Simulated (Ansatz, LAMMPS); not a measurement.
# Structural relaxation of a frame of liquid Rb(Cl,I) from 900 K (62 atoms), part 2 of 3

Wanted: the relaxed structure of a frame of liquid Rb(Cl,I) from 900 K (62 atoms) and its electronic structure.

Ansatz 0.2.0; Kohn-Sham DFT, PBE, PAW (set soft_2, large core), plane waves.

The cell: 31 Rb, 9 Cl and 22 I. The starting topology of bonds comes from the classical model. The ion parameters were fitted for water, not for melts. Sampling is at Γ alone, for a cell whose shortest periodic width is 15 Å. The levels lack spin–orbit coupling.

So far. Step 3 (Single point at the start): The r.m.s. force component of 0.29 eV/Å and the pressure of 0.76 GPa set the starting point.

### Step 4. Relaxation

With the cell held, the atoms are moved downhill towards a nearby minimum.

input.yaml reads:

```yaml
crystal:
  lattice:
    - [14.7894, 0.0, 0.0]
    - [0.0, 14.7894, 0.0]
    - [0.0, 0.0, 14.7894]
  atoms:
    [... the 62 atom lines of step 3 ...]
kpoints:
  mp_grid: { grid: [1, 1, 1] }
hamiltonian:
  xc: pbe
  pseudopotentials: { kind: paw, core: large }
scf:
  occupations: { method: fermi_dirac, width: 0.025 }
output:
  forces: true
relax:
  f_tol: 0.03
  max_steps: 186
```

Started as:

```sh
> ansatz run input.yaml --threads 4 --pin off --max-ram 8192MiB --backend cpu --events-out ev --progress --plain --runs-dir out
```

Numbers of over 12 decimals in the logs are rounded to 6 here.

The log of the run:

```text
[...]
Crystal: 62 atoms, lattice volume = 3234.832 Å³
Basis set: ecut = 420 eV, 63077 PW (Γ), exchange–correlation on 200×200×200 points (8 copies of the dense FFT grid, shifted against one another)
Bands: 310, of which v1, the nominal top of the filled ones, is band 248 counted from 1 (247 counted from 0)
Symmetry: 1 space group operations
[...]
k-points: 1
[...]
SCF iter   1: F=—  HF=-224801.906266 eV  |F-HF|=—  |Δ(HF+E_count)|=         —  Δρ=2.65e-2  dr2=4.81e1  ethr=3.10e-3  ⟨swp⟩=11.0  Hψ=1569  notcnv=0  defer=28
[...]
SCF iter   8: F=-224784.432048 eV  HF=-224784.432046 eV  |F-HF|=2.09e-6  |Δ(HF+E_count)|=   1.40e-5  Δρ=1.07e-5  dr2=6.33e-6  ethr=4.54e-9  ⟨swp⟩=4.0  Hψ=903  notcnv=0
SCF 1 converged in 8 iterations: F = -224784.432048 eV  dr2 = 6.33e-6
[...]
relax step   1: F+E_penalty+E_count = -224784.43204838 eV  Δ(F+E_penalty+E_count) = +0.000e0 eV  max|allowed force component| = 8.540e-1 eV/Å  Δτ_max = 0.0000 Å  (8 SCF iters, dr2 threshold 2.25e-5 eV, accepted)
[...]
relax step   2: F+E_penalty+E_count = -224786.53384668 eV  Δ(F+E_penalty+E_count) = -2.102e0 eV  max|allowed force component| = 5.196e-1 eV/Å  Δτ_max = 0.1948 Å  (5 SCF iters, dr2 threshold 4.56e-5 eV, accepted)
[...]
relax step   3: F+E_penalty+E_count = -224787.79225057 eV  Δ(F+E_penalty+E_count) = -1.258e0 eV  max|allowed force component| = 3.045e-1 eV/Å  Δτ_max = 0.1992 Å  (6 SCF iters, dr2 threshold 1.69e-5 eV, accepted)
relax step   4: F+E_penalty+E_count = -224788.44174849 eV  Δ(F+E_penalty+E_count) = -6.495e-1 eV  max|allowed force component| = 1.968e-1 eV/Å  Δτ_max = 0.2000 Å  (5 SCF iters, dr2 threshold 3.19e-5 eV, accepted)
relax step   5: F+E_penalty+E_count = -224788.84120844 eV  Δ(F+E_penalty+E_count) = -3.995e-1 eV  max|allowed force component| = 7.738e-2 eV/Å  Δτ_max = 0.1947 Å  (6 SCF iters, dr2 threshold 1.33e-5 eV, accepted)
relax step   6: F+E_penalty+E_count = -224789.01722588 eV  Δ(F+E_penalty+E_count) = -1.760e-1 eV  max|allowed force component| = 9.484e-2 eV/Å  Δτ_max = 0.2000 Å  (7 SCF iters, dr2 threshold 9.26e-7 eV, accepted)
relax step   7: F+E_penalty+E_count = -224789.13882275 eV  Δ(F+E_penalty+E_count) = -1.216e-1 eV  max|allowed force component| = 5.296e-2 eV/Å  Δτ_max = 0.1940 Å  (6 SCF iters, dr2 threshold 1.39e-6 eV, accepted)
relax step   8: F+E_penalty+E_count = -224789.19969878 eV  Δ(F+E_penalty+E_count) = -6.088e-2 eV  max|allowed force component| = 4.674e-2 eV/Å  Δτ_max = 0.2000 Å  (8 SCF iters, accepted)
relax step   9: F+E_penalty+E_count = -224789.24551103 eV  Δ(F+E_penalty+E_count) = -4.581e-2 eV  max|allowed force component| = 7.272e-2 eV/Å  Δτ_max = 0.1916 Å  (7 SCF iters, accepted)
relax step  10: F+E_penalty+E_count = -224789.26992639 eV  Δ(F+E_penalty+E_count) = -2.442e-2 eV  max|allowed force component| = 6.869e-2 eV/Å  Δτ_max = 0.1948 Å  (6 SCF iters, dr2 threshold 4.12e-6 eV, accepted)
relax step  11: F+E_penalty+E_count = -224789.28526274 eV  Δ(F+E_penalty+E_count) = -1.534e-2 eV  max|allowed force component| = 2.505e-2 eV/Å  Δτ_max = 0.0825 Å  (5 SCF iters, dr2 threshold 4.21e-6 eV, accepted)
relax step  12: F+E_penalty+E_count = -224789.28526315 eV  Δ(F+E_penalty+E_count) = -4.171e-7 eV  max|allowed force component| = 2.499e-2 eV/Å  Δτ_max = 0.0000 Å  (3 SCF iters, accepted)
relax step  13: F+E_penalty+E_count = -224789.29218836 eV  Δ(F+E_penalty+E_count) = -6.925e-3 eV  max|allowed force component| = 1.696e-2 eV/Å  Δτ_max = 0.0618 Å  (7 SCF iters, accepted)
relax step  14: F+E_penalty+E_count = -224789.29530721 eV  Δ(F+E_penalty+E_count) = -3.119e-3 eV  max|allowed force component| = 1.296e-2 eV/Å  Δτ_max = 0.0412 Å  (6 SCF iters, accepted)
[...]
relax step  15: F+E_penalty+E_count = -224789.29745590 eV  Δ(F+E_penalty+E_count) = -2.149e-3 eV  max|allowed force component| = 1.233e-2 eV/Å  Δτ_max = 0.0436 Å  (6 SCF iters, accepted)
SCF converged after 6 iterations
Free energy (F): -224789.297456 eV
[...]
Internal energy: -224789.297456 eV  (E = F + TS)
E sigma→0 (E₀):  -224789.297456 eV
Fermi energy:    2.623304 eV
[...]
--- Forces (eV/Å), atoms counted from 1 ---
  atom   1  Rb     0.00211934     0.00245348    -0.00199453
  atom   2  Rb     0.00477271    -0.00385247    -0.00314621
  atom   3  Rb    -0.00262373    -0.00306968     0.00014246
  atom   4  Rb    -0.00052220    -0.00187168     0.00083454
  atom   5  Rb    -0.00319997     0.00082439    -0.00165370
  atom   6  Rb     0.00008234    -0.00516986     0.00500508
  atom   7  Rb    -0.00200266    -0.00250917    -0.00744204
  atom   8  Rb     0.00872856    -0.00904501    -0.00114058
  atom   9  Rb    -0.00074687     0.00290233     0.00316916
  atom  10  Rb     0.00072040    -0.00155210     0.00349541
  atom  11  Rb     0.00235267    -0.00190751    -0.00056802
  atom  12  Rb     0.00166308     0.00465030    -0.00251651
  atom  13  Rb    -0.00187781     0.00506603    -0.00497005
  atom  14  Rb    -0.00266778    -0.00467106    -0.00007627
[...]
atom  61  I      0.00344887     0.00184265    -0.00228151
  atom  62  I     -0.00206787     0.00335486     0.00020187
  max |Σ_I F_I| component: 5.41e-5 eV/Å
--- Relaxed structure (15 steps of the walk, 15 accepted, 0 SCFs on fresh bases) ---
  F+E_penalty+E_count = -224789.29745590 eV   max|allowed force component| = 1.233e-2 eV/Å
  atoms:
    - { symbol: Rb, position: [0.167654, 0.770709, 0.065882] }
    - { symbol: Rb, position: [0.342636, 0.494336, 0.631178] }
    - { symbol: Rb, position: [0.482504, 0.979678, 0.382635] }
    - { symbol: Rb, position: [0.433647, 0.512752, 0.930009] }
[...]
- { symbol: I, position: [0.874969, 0.386576, 0.601166] }
```

Run time: 4.2 min. Hardware: 4 threads of Arm Neoverse V1, shared host; peak memory 3 GiB.

Step by step:

```csv
step,energy less that of the first step (eV),largest force component (eV/Å)
1,0.0000,0.8540
2,-2.1018,0.5196
3,-3.3602,0.3045
4,-4.0097,0.1968
5,-4.4092,0.0774
6,-4.5852,0.0948
7,-4.7068,0.0530
8,-4.7677,0.0467
9,-4.8135,0.0727
10,-4.8379,0.0687
11,-4.8532,0.0251
12,-4.8532,0.0250
13,-4.8601,0.0170
14,-4.8633,0.0130
15,-4.8654,0.0123
```

The atoms that moved most (Å):

```csv
atom,dx,dy,dz,length
Cl36,-0.032,-0.430,1.085,1.167
I53,-0.317,0.427,0.869,1.019
Rb7,0.746,0.289,0.628,1.016
I54,-0.386,0.712,-0.614,1.016
Cl40,0.399,0.066,0.922,1.006
Rb12,0.352,0.431,0.831,1.000
Rb20,-0.410,0.829,-0.245,0.957
I44,0.099,-0.847,0.406,0.944
```

The relaxation changed the energy by -78.5 meV/atom, and atoms moved by 0.65 Å r.m.s., 1.2 Å at most.

### Step 5. Distances and neighbours after relaxation

Bonds before and after, by the cutoffs listed below:

```csv
pair,bonds before,bonds after,mean before (Å),mean after (Å),spread before (Å),spread after (Å)
Rb-I,119,129,3.730,3.802,0.319,0.199
Rb-Cl,42,43,3.353,3.306,0.279,0.099
```

Density 2.96 g/cm³, 52.17 Å³ an atom.

g(r), total and by pair (bins of 0.2 Å):

```csv
r (Å),total,Rb-Rb,Rb-I,Rb-Cl,I-I,I-Cl,Cl-Cl
3.10,0.33,0.00,0.00,2.31,0.00,0.00,0.00
3.30,1.87,0.00,0.00,12.88,0.00,0.00,0.00
3.50,0.98,0.00,1.66,2.69,0.00,0.00,0.00
3.70,3.37,0.00,9.35,0.35,0.00,0.00,0.00
3.90,1.47,0.00,4.00,0.00,0.00,0.00,2.17
4.10,0.68,0.47,1.14,0.00,0.30,0.77,1.82
4.30,1.01,2.02,0.61,0.00,0.56,1.76,1.66
4.50,0.86,1.72,0.19,0.23,1.31,1.27,1.62
4.70,1.33,2.42,0.51,0.41,1.90,1.76,2.91
4.90,0.84,1.01,0.24,0.58,0.66,2.69,2.67
5.10,1.21,1.55,0.15,0.53,3.06,2.73,1.26
5.30,0.98,1.53,0.40,0.16,1.72,2.09,0.00
5.50,0.91,1.33,0.25,0.46,1.93,1.73,0.00
5.70,0.64,0.99,0.23,0.43,1.62,0.40,0.00
5.90,0.77,1.31,0.43,0.79,0.76,0.57,0.91
6.10,0.72,1.30,0.36,0.50,1.00,0.69,0.00
6.30,0.60,1.01,0.33,0.46,0.80,0.50,0.78
6.50,0.93,0.63,0.85,1.42,0.50,1.68,1.48
6.70,0.90,0.72,0.75,1.54,0.94,1.02,0.00
6.90,1.14,1.29,1.16,1.06,0.67,1.50,0.68
7.10,1.31,1.22,1.39,1.46,0.95,1.67,0.61
7.30,1.73,1.41,2.50,1.48,1.70,0.37,1.19
```

Bonds by pair of elements; cutoffs follow the first minimum of g(r), held within bounds set by covalent radii, and pairs that aren't listed don't count as bonded:

```csv
pair A-B,cutoff (Å),bonds,mean length (Å),spread (Å),shortest (Å),B about A,A about B
Rb-I,4.53,129,3.80,0.199,3.45,4.16,5.86
Rb-Cl,3.98,43,3.31,0.099,3.15,1.39,4.78
```

How many atoms have how many bonded neighbours:

```csv
element,mean,4,5,6,7
Cl,4.78,2,7,0,0
I,5.86,0,6,13,3
Rb,5.55,0,14,17,0
```

Bond angles, per cent of each kind in bins of 5°:

```csv
angle (°),Rb-I-Rb,I-Rb-I,Cl-Rb-I,Rb-Cl-Rb,Cl-Rb-Cl
55–60,0.3,0.0,0.0,0.0,0.0
60–65,1.6,0.5,0.0,0.0,0.0
65–70,6.0,2.3,3.2,0.0,13.0
70–75,8.5,6.0,7.7,0.0,4.3
75–80,12.9,13.9,9.0,11.0,0.0
80–85,8.2,7.4,7.7,18.3,13.0
85–90,7.5,12.5,12.2,7.3,17.4
90–95,7.5,9.3,9.0,12.2,13.0
95–100,4.1,8.8,10.3,4.9,17.4
100–105,4.1,6.9,3.9,2.4,0.0
105–110,4.7,2.8,3.9,7.3,0.0
110–115,2.5,2.3,1.9,3.7,0.0
115–120,3.5,3.7,1.3,3.7,0.0
120–125,3.5,2.8,2.6,8.5,4.3
125–130,2.5,1.4,3.2,0.0,0.0
130–135,1.9,1.8,1.9,4.9,0.0
135–140,6.0,0.5,2.6,3.7,0.0
140–145,1.6,3.7,2.6,1.2,0.0
145–150,1.9,0.5,2.6,1.2,0.0
150–155,3.5,4.2,1.9,2.4,4.3
155–160,2.8,3.2,3.9,0.0,13.0
160–165,2.5,0.9,6.4,3.7,0.0
165–170,1.9,2.3,0.6,3.7,0.0
170–175,0.6,1.8,1.3,0.0,0.0
175–180,0.0,0.5,0.6,0.0,0.0
```

Bond angles (no mean is given where the spread exceeds 20°):

```csv
angle,count,mean (°),spread (°)
Rb-I-Rb,318,-,-
I-Rb-I,216,-,-
Cl-Rb-I,156,-,-
Rb-Cl-Rb,82,-,-
Cl-Rb-Cl,23,-,-
```

Bond length by coordination (bonds to H left out):

```csv
element,coordination,atoms,mean bond length (Å)
Cl,4,2,3.21
Cl,5,7,3.33
I,5,6,3.71
I,6,13,3.81
I,7,3,3.93
Rb,5,14,3.65
Rb,6,17,3.7
```

First main peaks of g(r), for some of the pairs, lie near 3.7 Å (Rb-I) and 3.3 Å (Rb-Cl). Counting bonds as in the table, 78 % of Cl atoms have 5, 59 % of I atoms have 6 and 55 % of Rb atoms have 6 bonded neighbours.

[end of part 2 of 3]

[Logs are printed without paths, hosts, clocks, repeated set-up lines and the standing remarks that a program may print on its own settings, such as how far it seeks lower states.]

[Hosts, paths, dates, database ids (printed as entryN), source tags and the programs' standing remarks are cut or masked in the printed files.]
